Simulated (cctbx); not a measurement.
## A crystallographic session in cctbx: Zr2Sb3RuW3

Library: cctbx 2025.11. The data are simulated by the first script.

## 1. Simulate the data

run.py:

```python
from cctbx import adptbx, crystal, miller, sgtbx, xray
from cctbx.array_family import flex
from iotbx.shelx import hklf
from scitbx import matrix
import scitbx.random

cs = crystal.symmetry(unit_cell=(8.663, 8.663, 5.872, 90, 90, 120), space_group_symbol='Hall: -P 6c 2')  # P6_3/mcm
atoms = [  # label, site, U (iso, or U11 U22 U33 U12 U13 U23 in A^2), occupancy
    ("W1", (0.7427, 0.7427, 0.25), (0.0030, 0.0030, 0.0034, 0.0015, 0.0000, 0.0000), 1),
    ("Sb1", (0.3989, 0.3989, 0.25), (0.0056, 0.0056, 0.0050, 0.0026, 0.0000, 0.0000), 1),
    ("Ru1", (0, 0, 0.5), (0.0042, 0.0042, 0.0028, 0.0021, 0.0000, 0.0000), 1),
    ("Zr1", (1/3, 2/3, 0.5), (0.0053, 0.0053, 0.0060, 0.0027, 0.0000, 0.0000), 1),
]
xs = xray.structure(crystal_symmetry=cs)
for label, site, u, occ in atoms:
    u = adptbx.u_cif_as_u_star(cs.unit_cell(), u) if isinstance(u, tuple) else u
    xs.add_scatterer(xray.scatterer(label, site=site, u=u, occupancy=occ))
xs.set_inelastic_form_factors(0.71073, "sasaki")
xs.show_summary()
p1 = xs.expand_to_p1()
ms = miller.build_set(p1, anomalous_flag=True, d_min=0.65)
flex.set_random_seed(868110)
scitbx.random.set_random_seed(868110)
ms = ms.select(flex.random_double(ms.size()) < 0.95)
i = ms.structure_factors_from_scatterers(p1, algorithm="direct").f_calc().as_intensity_array().data()
i = i * 40000 / flex.max(i)
sig = flex.sqrt(i + flex.pow2(0.02 * i) + 8 ** 2)
noise = scitbx.random.variate(scitbx.random.normal_distribution())(i.size())
data = ms.array(data=i + sig * noise, sigmas=sig).set_observation_type_xray_intensity()
with open("data.hkl", "w") as f:
    data.export_as_shelx_hklf(f)
print("reflections written:", data.size(), " <I/sigma> = %.1f" % flex.mean(data.data() / data.sigmas()))
for h, a, b in list(data.sort("data"))[:12]:
    print("%4d%4d%4d %9.1f %7.1f" % (h + (a, b)))
```

```console
$ python run.py
```

```text
Number of scatterers: 4
At special positions: 4
Unit cell: (8.663, 8.663, 5.872, 90, 90, 120)
Space group: P 63/m c m (No. 193)
reflections written: 5493  <I/sigma> = 19.7
   0   0  -4   40106.5   824.7
   0   0   4   38087.1   824.7
   3   0   0   22504.3   461.8
  -3   3   0   22274.0   461.8
   3  -3   0   21371.3   461.8
  -3   0   0   21232.2   461.8
   0   3   0   21175.0   461.8
   0  -3   0   20766.4   461.8
   0   0   2   20136.1   419.0
   0   0  -2   19919.3   419.0
   1   1   2   17661.7   366.5
   2  -1   2   17587.8   366.5
```

It took 0.39 s on 1 thread of Arm Neoverse V2, with other jobs on the host, peak memory 0.07 GiB.

## 2. Symmetry

run.py:

```python
from cctbx import crystal, sgtbx, statistics
from cctbx.array_family import flex
from iotbx.shelx import hklf

p1 = crystal.symmetry(unit_cell=(8.663, 8.663, 5.872, 90, 90, 120), space_group_symbol="P 1")
raw = hklf.reader(file_name="data.hkl").as_miller_arrays(crystal_symmetry=p1, anomalous=True)[0]
print(raw.size(), "reflections to d = %.3f A" % raw.d_min())
isig = raw.data() / raw.sigmas()
print("centring   violations  <I/sigma> of those")
best = "P"
for c in "ABCIRF":
    a = raw.customized_copy(space_group_info=sgtbx.space_group_info("Hall: %s 1" % c)).sys_absent_flags().data()
    m = flex.mean(isig.select(a))
    print("%5s %10d of %5d %8.1f" % (c, (isig.select(a) > 4).count(True), a.count(True), m))
    if (isig.select(a) > 4).count(True) < 0.01 * a.count(True):
        best = c
raw = raw.select(~raw.customized_copy(space_group_info=sgtbx.space_group_info("Hall: %s 1" % best)).sys_absent_flags().data())
isig = raw.data() / raw.sigmas()
rows = []
for s in sgtbx.space_group_symbol_iterator():
    g = sgtbx.space_group(s)
    if g.conventional_centring_type_symbol() != best or not g.is_compatible_unit_cell(p1.unit_cell(), 1e-3, 0.02):
        continue
    rows.append((s, g))
print("Laue class    unique    Rint  (classes that these axes allow; Friedel mates merged)")
rint = {}
for s, g in rows:
    laue = g.build_derived_patterson_group()
    key = laue.type().hall_symbol()
    if key not in rint:
        m = raw.customized_copy(space_group_info=laue.info(), anomalous_flag=False).merge_equivalents()
        rint[key] = m.r_int()
        print("%-14s %6d %7.3f" % (laue.type().lookup_symbol(), m.array().size(), m.r_int()))
floor = min(rint.values())
good = [(s, g) for s, g in rows if rint[g.build_derived_patterson_group().type().hall_symbol()] < 2 * floor + 0.03]
top = max(g.build_derived_patterson_group().order_z() for s, g in good)
print("space group    extra absences  I>4sigma  <I/sigma>")
for s, g in good:
    laue = g.build_derived_patterson_group()
    if laue.order_z() != top:
        continue
    a = raw.customized_copy(space_group_info=g.info()).sys_absent_flags().data()
    a &= ~raw.customized_copy(space_group_info=laue.info()).sys_absent_flags().data()
    bad = (isig.select(a) > 4).count(True)
    if bad <= 0.03 * a.count(True):
        print("%-16s %8d %10d %9s  %s" % (s.universal_hermann_mauguin(), a.count(True), bad, "%.1f" % flex.mean(isig.select(a)) if a.count(True) else "-", "centric" if g.is_centric() else "acentric"))
laue = max(good, key=lambda t: t[1].build_derived_patterson_group().order_z())[1].build_derived_patterson_group()
f = raw.customized_copy(space_group_info=laue.info(), anomalous_flag=False).merge_equivalents().array().eliminate_sys_absent().f_sq_as_f()
f.set_observation_type_xray_amplitude()
bins = max(3, min(8, f.size() // 12))
f.setup_binner(n_bins=bins)
w = statistics.wilson_plot(f, {e: n / laue.order_z() for e, n in {'W': 6.0, 'Sb': 6.0, 'Ru': 2.0, 'Zr': 4.0}.items()}, e_statistics=True)
print("Wilson B = %.2f A^2   <|E^2-1|> = %.3f (0.968 centric, 0.736 acentric)   E^2>4: %.1f %%" % (w.wilson_b, w.mean_e_sq_minus_1, w.percent_e_sq_gt_2))
print("shell (A)         n   <I/sigma>")
m = raw.customized_copy(space_group_info=laue.info(), anomalous_flag=False).merge_equivalents().array().eliminate_sys_absent()
for b in m.setup_binner(n_bins=bins).range_used():
    sel = m.binner().selection(b)
    print("%5.2f - %4.2f %6d %8.1f" % (min(m.binner().bin_d_range(b)[0] if m.binner().bin_d_range(b)[0] > 0 else 99, 99), m.binner().bin_d_range(b)[1], sel.count(True), flex.mean((m.data() / m.sigmas()).select(sel))))
```

```console
$ python run.py
```

```text
5493 reflections to d = 0.651 A
centring   violations  <I/sigma> of those
    A       2115 of  2757     18.0
    B       2116 of  2754     18.0
    C       2313 of  2737     20.5
    I       2109 of  2747     18.0
    R       2917 of  3639     19.5
    F       3272 of  4124     18.8
Laue class    unique    Rint  (classes that these axes allow; Friedel mates merged)
P -1             2889   0.018
P 1 1 2/m        1577   0.022
P -3              972   0.023
P -3 1 m          538   0.024
P -3 m 1          570   0.024
P 6/m             532   0.024
P 6/m m m         334   0.025
space group    extra absences  I>4sigma  <I/sigma>
P 6 2 2                 0          0         -  acentric
P 63 2 2               10          0       0.7  acentric
P 6 m m                 0          0         -  acentric
P 63 c m              429          0       0.1  acentric
P -6 m 2                0          0         -  acentric
P -6 c 2              429          0       0.1  acentric
P -6 2 m                0          0         -  acentric
P 6/m m m               0          0         -  centric
P 63/m c m            429          0       0.1  centric
Wilson B = 0.40 A^2   <|E^2-1|> = 0.761 (0.968 centric, 0.736 acentric)   E^2>4: 1.6 %
shell (A)         n   <I/sigma>
 7.50 - 1.30     55     69.6
 1.30 - 1.03     44     82.7
 1.03 - 0.90     43     73.8
 0.90 - 0.82     40     78.8
 0.82 - 0.76     36     71.4
 0.76 - 0.72     42     72.8
 0.72 - 0.68     35     76.9
 0.68 - 0.65     39     62.4
```

Time: 0.33 s.

## 3. Charge flipping

run.py:

```python
import itertools
from cctbx import crystal, maptbx
from cctbx.array_family import flex
from iotbx.shelx import hklf
from smtbx.ab_initio import charge_flipping as cf

cs = crystal.symmetry(unit_cell=(8.663, 8.663, 5.872, 90, 90, 120), space_group_symbol='Hall: -P 6c 2')  # P6_3/mcm
raw = hklf.reader(file_name="data.hkl").as_miller_arrays(crystal_symmetry=cs, anomalous=True)[0]
merged = raw.eliminate_sys_absent().merge_equivalents()
fo2 = merged.array().set_observation_type_xray_intensity()
f = fo2.average_bijvoet_mates().f_sq_as_f().resolution_filter(d_min=2.2)
p1 = f.expand_to_p1()
p1.setup_binner_counting_sorted(reflections_per_bin=max(40, p1.size() // 12))
work = p1.array(data=p1.data() / p1.amplitude_quasi_normalisations().data())
flex.set_random_seed(40731)
it = cf.weak_reflection_improved_iterator(delta=None, weak_reflection_fraction=0.1)
it.start(work, phases=flex.random_double(p1.size()) * 6.2832, f_000=0)
it.delta = 1.1 * it.rho_map.sigma()
print("cycle      R  skewness")
for n, st in enumerate(itertools.islice(it, 200)):
    if n % 16 == 0:
        print("%5d %6.3f %8.2f" % (n, st.r1_factor(), st.rho_map.skewness()))
rho = p1.phase_transfer(it.f_calc).fft_map().apply_volume_scaling()
polish = cf.low_density_elimination_iterator(constant_rho_c=rho.sigma())
polish.start(f_obs=p1, phases=it.f_calc, f_000=0)
for _ in range(8):
    next(polish)
print("origin shift          correlation  skewness")
maps = []
for fc, shift, cc in itertools.islice(cf.f_calc_symmetrisations(f, polish.f_calc, 0), 4):
    m = f.phase_transfer(fc).fft_map(symmetry_flags=maptbx.use_space_group_symmetry, resolution_factor=0.25).apply_sigma_scaling()
    maps.append((m.skewness(), cc, m))
    print("%6.3f %6.3f %6.3f %10.3f %9.2f" % (tuple(shift) + (cc, m.skewness())))
skew, cc, m = max((t for t in maps if t[1] > maps[0][1] - 0.04), key=lambda t: t[0])
print("taken: symmetry correlation %.3f, skewness %.2f" % (cc, skew))
peaks = m.peak_search(parameters=maptbx.peak_search_parameters(min_distance_sym_equiv=0.9, max_clusters=9)).all()
sps = cs.special_position_settings(min_distance_sym_equiv=0.5)
print("peak      x       y       z  mult  height/sigma")
for k, (x, h) in enumerate(zip(peaks.sites(), peaks.heights())):
    ss = sps.site_symmetry(x)
    print("Q%-3d %7.4f %7.4f %7.4f %4d %8.1f" % ((k + 1,) + tuple(t % 1 for t in ss.exact_site()) + (ss.multiplicity(), h)))
```

```console
$ python run.py
```

```text
cycle      R  skewness
    0  0.733     0.01
   16  0.627     0.65
   32  0.547     0.70
   48  0.554     0.74
   64  0.564     0.47
   80  0.643     0.63
   96  0.675     0.49
  112  0.560     0.18
  128  0.660     0.50
  144  0.621     0.55
  160  0.633     0.23
  176  0.555     0.44
  192  0.488     0.43
origin shift          correlation  skewness
 0.168  0.342 -0.009      0.999     -0.13
 0.702  0.381  0.244      0.999     -0.29
 0.493  0.340 -0.011      0.983     -0.57
-0.375  0.070 -0.031      0.951      0.82
taken: symmetry correlation 0.999, skewness -0.13
peak      x       y       z  mult  height/sigma
Q1    0.0000  0.2230  0.2500    6      2.9
Q2    0.0000  0.4360  0.7500    6      2.0
Q3    0.1333  0.4667  0.7500   12      1.7
Q4    0.1333  0.3333  0.2500   12      1.7
Q5    0.0000  0.0000  0.0000    2      1.6
Q6    0.0000  0.1238  0.0700   12      1.3
Q7    0.2643  0.5286  0.0000   12      0.7
Q8    0.2197  0.6099  0.0000   12      0.5
```

Time: 0.31 s.

This run holds a fault made on purpose: resolution cut far too low for atomic peaks.

## 4. Charge flipping

run.py, as its changes from the last script of this kind:

```diff
@@ -11 +11 @@
-f = fo2.average_bijvoet_mates().f_sq_as_f().resolution_filter(d_min=2.2)
+f = fo2.average_bijvoet_mates().f_sq_as_f().resolution_filter(d_min=0.65)
```

```console
$ python run.py
```

```text
cycle      R  skewness
    0  0.597     0.30
   16  0.449     2.86
   32  0.263     6.23
   48  0.237     5.66
   64  0.232     5.59
   80  0.229     5.53
   96  0.236     5.49
  112  0.238     5.57
  128  0.238     5.59
  144  0.229     5.53
  160  0.234     5.57
  176  0.236     5.54
  192  0.236     5.56
origin shift          correlation  skewness
 0.534  0.688  0.173      0.787      0.68
 0.581  0.764  0.297      0.762      0.67
 0.205  0.018  0.172      0.756      0.66
 0.163  0.437  0.167      0.755      0.30
taken: symmetry correlation 0.787, skewness 0.68
peak      x       y       z  mult  height/sigma
Q1    0.0000  0.2671  0.2500    6      6.7
Q2    0.0000  0.4223  0.7500    6      3.9
Q3    0.0000  0.0000  0.0000    2      3.7
Q4    0.3333  0.6667  0.0000    4      3.5
Q5    0.3049  0.5947  0.1515   24      3.4
Q6    0.0687  0.3513  0.7500   12      3.3
Q7    0.0680  0.3905  0.2500   12      3.3
Q8    0.1786  0.3692  0.2500   12      2.8
Q9    0.0000  0.0685  0.1717   12      2.8
```

Time: 1.1 s.

## 5. Refinement (model from the peaks)

run.py:

```python
import math
from cctbx import adptbx, crystal, maptbx, sgtbx, xray
from cctbx.array_family import flex
from cctbx.xray import observations
from iotbx.shelx import hklf
from scitbx.lstbx import normal_eqns_solving
from smtbx import absolute_structure, utils
from smtbx.refinement import constraints, least_squares

cs = crystal.symmetry(unit_cell=(8.663, 8.663, 5.872, 90, 90, 120), space_group_symbol='Hall: -P 6c 2')  # P6_3/mcm
atoms = [  # label, site, U (iso, or U11 U22 U33 U12 U13 U23 in A^2), occupancy
    ("W1", (0, 0.2671, 0.25), 0.0200, 1),
    ("Sb1", (0, 0.4223, 0.75), 0.0200, 1),
    ("Ru1", (0, 0, 0), 0.0200, 1),
    ("Zr1", (0.3333, 0.6667, 0), 0.0200, 1),
]
xs = xray.structure(crystal_symmetry=cs)
for label, site, u, occ in atoms:
    u = adptbx.u_cif_as_u_star(cs.unit_cell(), u) if isinstance(u, tuple) else u
    xs.add_scatterer(xray.scatterer(label, site=site, u=u, occupancy=occ))
xs.set_inelastic_form_factors(0.71073, "sasaki")
raw = hklf.reader(file_name="data.hkl").as_miller_arrays(crystal_symmetry=cs, anomalous=True)[0]
merged = raw.eliminate_sys_absent().merge_equivalents()
fo2 = merged.array().set_observation_type_xray_intensity()
print("Rint %.3f, %d unique reflections to %.2f A" % (merged.r_int(), fo2.size(), fo2.d_min()))
for sc in xs.scatterers():
    sc.flags.set_grad_site(True)
    sc.flags.set_grad_u_aniso(sc.flags.use_u_aniso())
    sc.flags.set_grad_u_iso(sc.flags.use_u_iso())
obs = fo2.as_xray_observations()
extra = {}
rep = constraints.reparametrisation(xs, [], utils.connectivity_table(xs), **extra)
ls = least_squares.crystallographic_ls(obs, rep, weighting_scheme=least_squares.mainstream_shelx_weighting(a=0, b=0))
print("cycle     R1     wR2    GooF  max shift (A)")
for cycle in range(6):
    ls.build_up()
    r1, wr2, goof = ls.r1_factor(cutoff_factor=2)[0], ls.wR2(), ls.goof()
    old = xs.sites_cart()
    normal_eqns_solving.levenberg_marquardt_iterations(ls, n_max_iterations=3, tau=0.0001, step_threshold=1e-7)
    big = flex.max((xs.sites_cart() - old).norms())
    print("%4d %7.4f %7.4f %7.3f %9.5f" % (cycle + 1, r1, wr2, goof, big))
    ls.build_up(objective_only=True)
    if abs(ls.wR2() - wr2) < 5e-5 and big < 5e-4:
        break
ls.build_up()
print("final R1 %.4f wR2 %.4f GooF %.3f  parameters %d  data/parameter %.1f" % (ls.r1_factor(cutoff_factor=2)[0], ls.wR2(), ls.goof(), ls.n_parameters, fo2.size() / ls.n_parameters))
cov = ls.covariance_matrix_and_annotations()
su = dict(zip(cov.annotations, (math.sqrt(max(v, 0)) for v in cov.matrix.matrix_packed_u_diagonal())))
a2 = cs.unit_cell().reciprocal_parameters()[0] ** -2
print("atom        x        y        z      Ueq    occ   su(xyz)  su(Uiso or U11)")
for sc in xs.scatterers():
    s = max(su.get(sc.label + k, 0) for k in (".x", ".y", ".z"))
    npd = "" if sc.is_positive_definite_u(cs.unit_cell()) else "  NPD"
    print("%-5s %8.5f %8.5f %8.5f %8.4f %6.3f %8.5f %7.4f%s" % ((sc.label,) + sc.site + (sc.u_iso_or_equiv(cs.unit_cell()), sc.occupancy, s, su.get(sc.label + ".uiso", su.get(sc.label + ".u11", 0) * a2), npd)))
fo = fo2.f_sq_as_f()
fc = fo.structure_factors_from_scatterers(xs, algorithm="direct").f_calc()
diff = fo.f_obs_minus_f_calc(1 / math.sqrt(ls.scale_factor()), fc).average_bijvoet_mates()
m = diff.fft_map(symmetry_flags=maptbx.use_space_group_symmetry, resolution_factor=0.25).apply_volume_scaling()
print("difference map: max %.2f min %.2f rms %.2f" % (m.statistics().max(), m.statistics().min(), m.statistics().sigma()))
peaks = m.peak_search(parameters=maptbx.peak_search_parameters(min_distance_sym_equiv=0.6, max_clusters=5)).all()
near = xs.closest_distances(peaks.sites(), distance_cutoff=4)
sps = cs.special_position_settings(min_distance_sym_equiv=0.5)
for k, (x, h) in enumerate(zip(peaks.sites(), peaks.heights())):
    ss = sps.site_symmetry(x)
    print("Q%-3d %7.4f %7.4f %7.4f %4d %7.2f  %.2f A from %s" % ((k + 1,) + tuple(t % 1 for t in ss.exact_site()) + (ss.multiplicity(), h, near.smallest_distances[k], xs.scatterers()[near.i_seqs[k]].label)))
```

```console
$ python run.py
```

```text
Rint 0.024, 292 unique reflections to 0.65 A
cycle     R1     wR2    GooF  max shift (A)
   1  0.5042  0.8325  83.269   0.20297
   2  0.0065  0.0148   1.484   0.00024
   3  0.0064  0.0146   1.464   0.00000
final R1 0.0064 wR2 0.0146 GooF 1.464  parameters 6  data/parameter 48.7
atom        x        y        z      Ueq    occ   su(xyz)  su(Uiso or U11)
W1     0.00000  0.25731  0.25000   0.0031  1.000  0.00001  0.0000
Sb1    0.00000  0.39890  0.75000   0.0054  1.000  0.00003  0.0000
Ru1    0.00000  0.00000  0.00000   0.0038  1.000  0.00000  0.0001
Zr1    0.33333  0.66667  0.00000   0.0055  1.000  0.00000  0.0001
difference map: max 1.07 min -2.00 rms 0.17
Q1    0.0000  0.2604  0.1820   12    1.10  0.40 A from W1
Q2    0.0000  0.0000  0.0000    2    0.96  0.00 A from Ru1
Q3    0.0556  0.4283  0.7500   12    0.83  0.42 A from Sb1
Q4    0.0000  0.5065  0.2500    6    0.62  0.82 A from Sb1
Q5    0.3333  0.6667  0.0630    8    0.60  0.37 A from Zr1
```

Time: 0.56 s.

## 6. Refinement (anisotropic displacement)

run.py, as its changes from the last script of this kind:

```diff
@@ -12,4 +12,4 @@
-    ("W1", (0, 0.2671, 0.25), 0.0200, 1),
-    ("Sb1", (0, 0.4223, 0.75), 0.0200, 1),
-    ("Ru1", (0, 0, 0), 0.0200, 1),
-    ("Zr1", (0.3333, 0.6667, 0), 0.0200, 1),
+    ("W1", (0, 0.25731, 0.25), 0.0031, 1),
+    ("Sb1", (0, 0.3989, 0.75), 0.0054, 1),
+    ("Ru1", (0, 0, 0), 0.0038, 1),
+    ("Zr1", (1/3, 2/3, 0), 0.0055, 1),
@@ -21,0 +22 @@
+xs.convert_to_anisotropic()
@@ -35 +36 @@
-for cycle in range(6):
+for cycle in range(8):
@@ -39 +40 @@
-    normal_eqns_solving.levenberg_marquardt_iterations(ls, n_max_iterations=3, tau=0.0001, step_threshold=1e-7)
+    normal_eqns_solving.levenberg_marquardt_iterations(ls, n_max_iterations=3, tau=1e-06, step_threshold=1e-7)
@@ -60 +61 @@
-peaks = m.peak_search(parameters=maptbx.peak_search_parameters(min_distance_sym_equiv=0.6, max_clusters=5)).all()
+peaks = m.peak_search(parameters=maptbx.peak_search_parameters(min_distance_sym_equiv=0.6, max_clusters=6)).all()
```

```console
$ python run.py
```

```text
Rint 0.024, 292 unique reflections to 0.65 A
cycle     R1     wR2    GooF  max shift (A)
   1  0.0064  0.0146   1.481   0.00003
   2  0.0050  0.0101   1.024   0.00000
final R1 0.0050 wR2 0.0101 GooF 1.024  parameters 12  data/parameter 24.3
atom        x        y        z      Ueq    occ   su(xyz)  su(Uiso or U11)
W1     0.00000  0.25731  0.25000   0.0031  1.000  0.00001  0.0000
Sb1    0.00000  0.39890  0.75000   0.0054  1.000  0.00002  0.0001
Ru1    0.00000  0.00000  0.00000   0.0038  1.000  0.00000  0.0001
Zr1    0.33333  0.66667  0.00000   0.0055  1.000  0.00000  0.0001
difference map: max 0.57 min -0.50 rms 0.13
Q1    0.0000  0.5088  0.2500    6    0.60  0.80 A from Sb1
Q2    0.0000  0.4055  0.6257   12    0.54  0.73 A from Sb1
Q3    0.0000  0.1785  0.7500    6    0.46  1.91 A from Sb1
Q4    0.0000  0.0574  0.1026   12    0.41  0.78 A from Ru1
Q5    0.1859  0.3847  0.7500   12    0.39  1.51 A from W1
Q6    0.0951  0.2473  0.6169   24    0.39  1.57 A from W1
```

It took 0.4 s on 1 thread of Arm Neoverse V2, on a shared host, peak memory 0.09 GiB.

[Logs are printed without paths, hosts, clocks, repeated set-up lines and the standing remarks that a program may print on its own settings, such as how far it seeks lower states.]
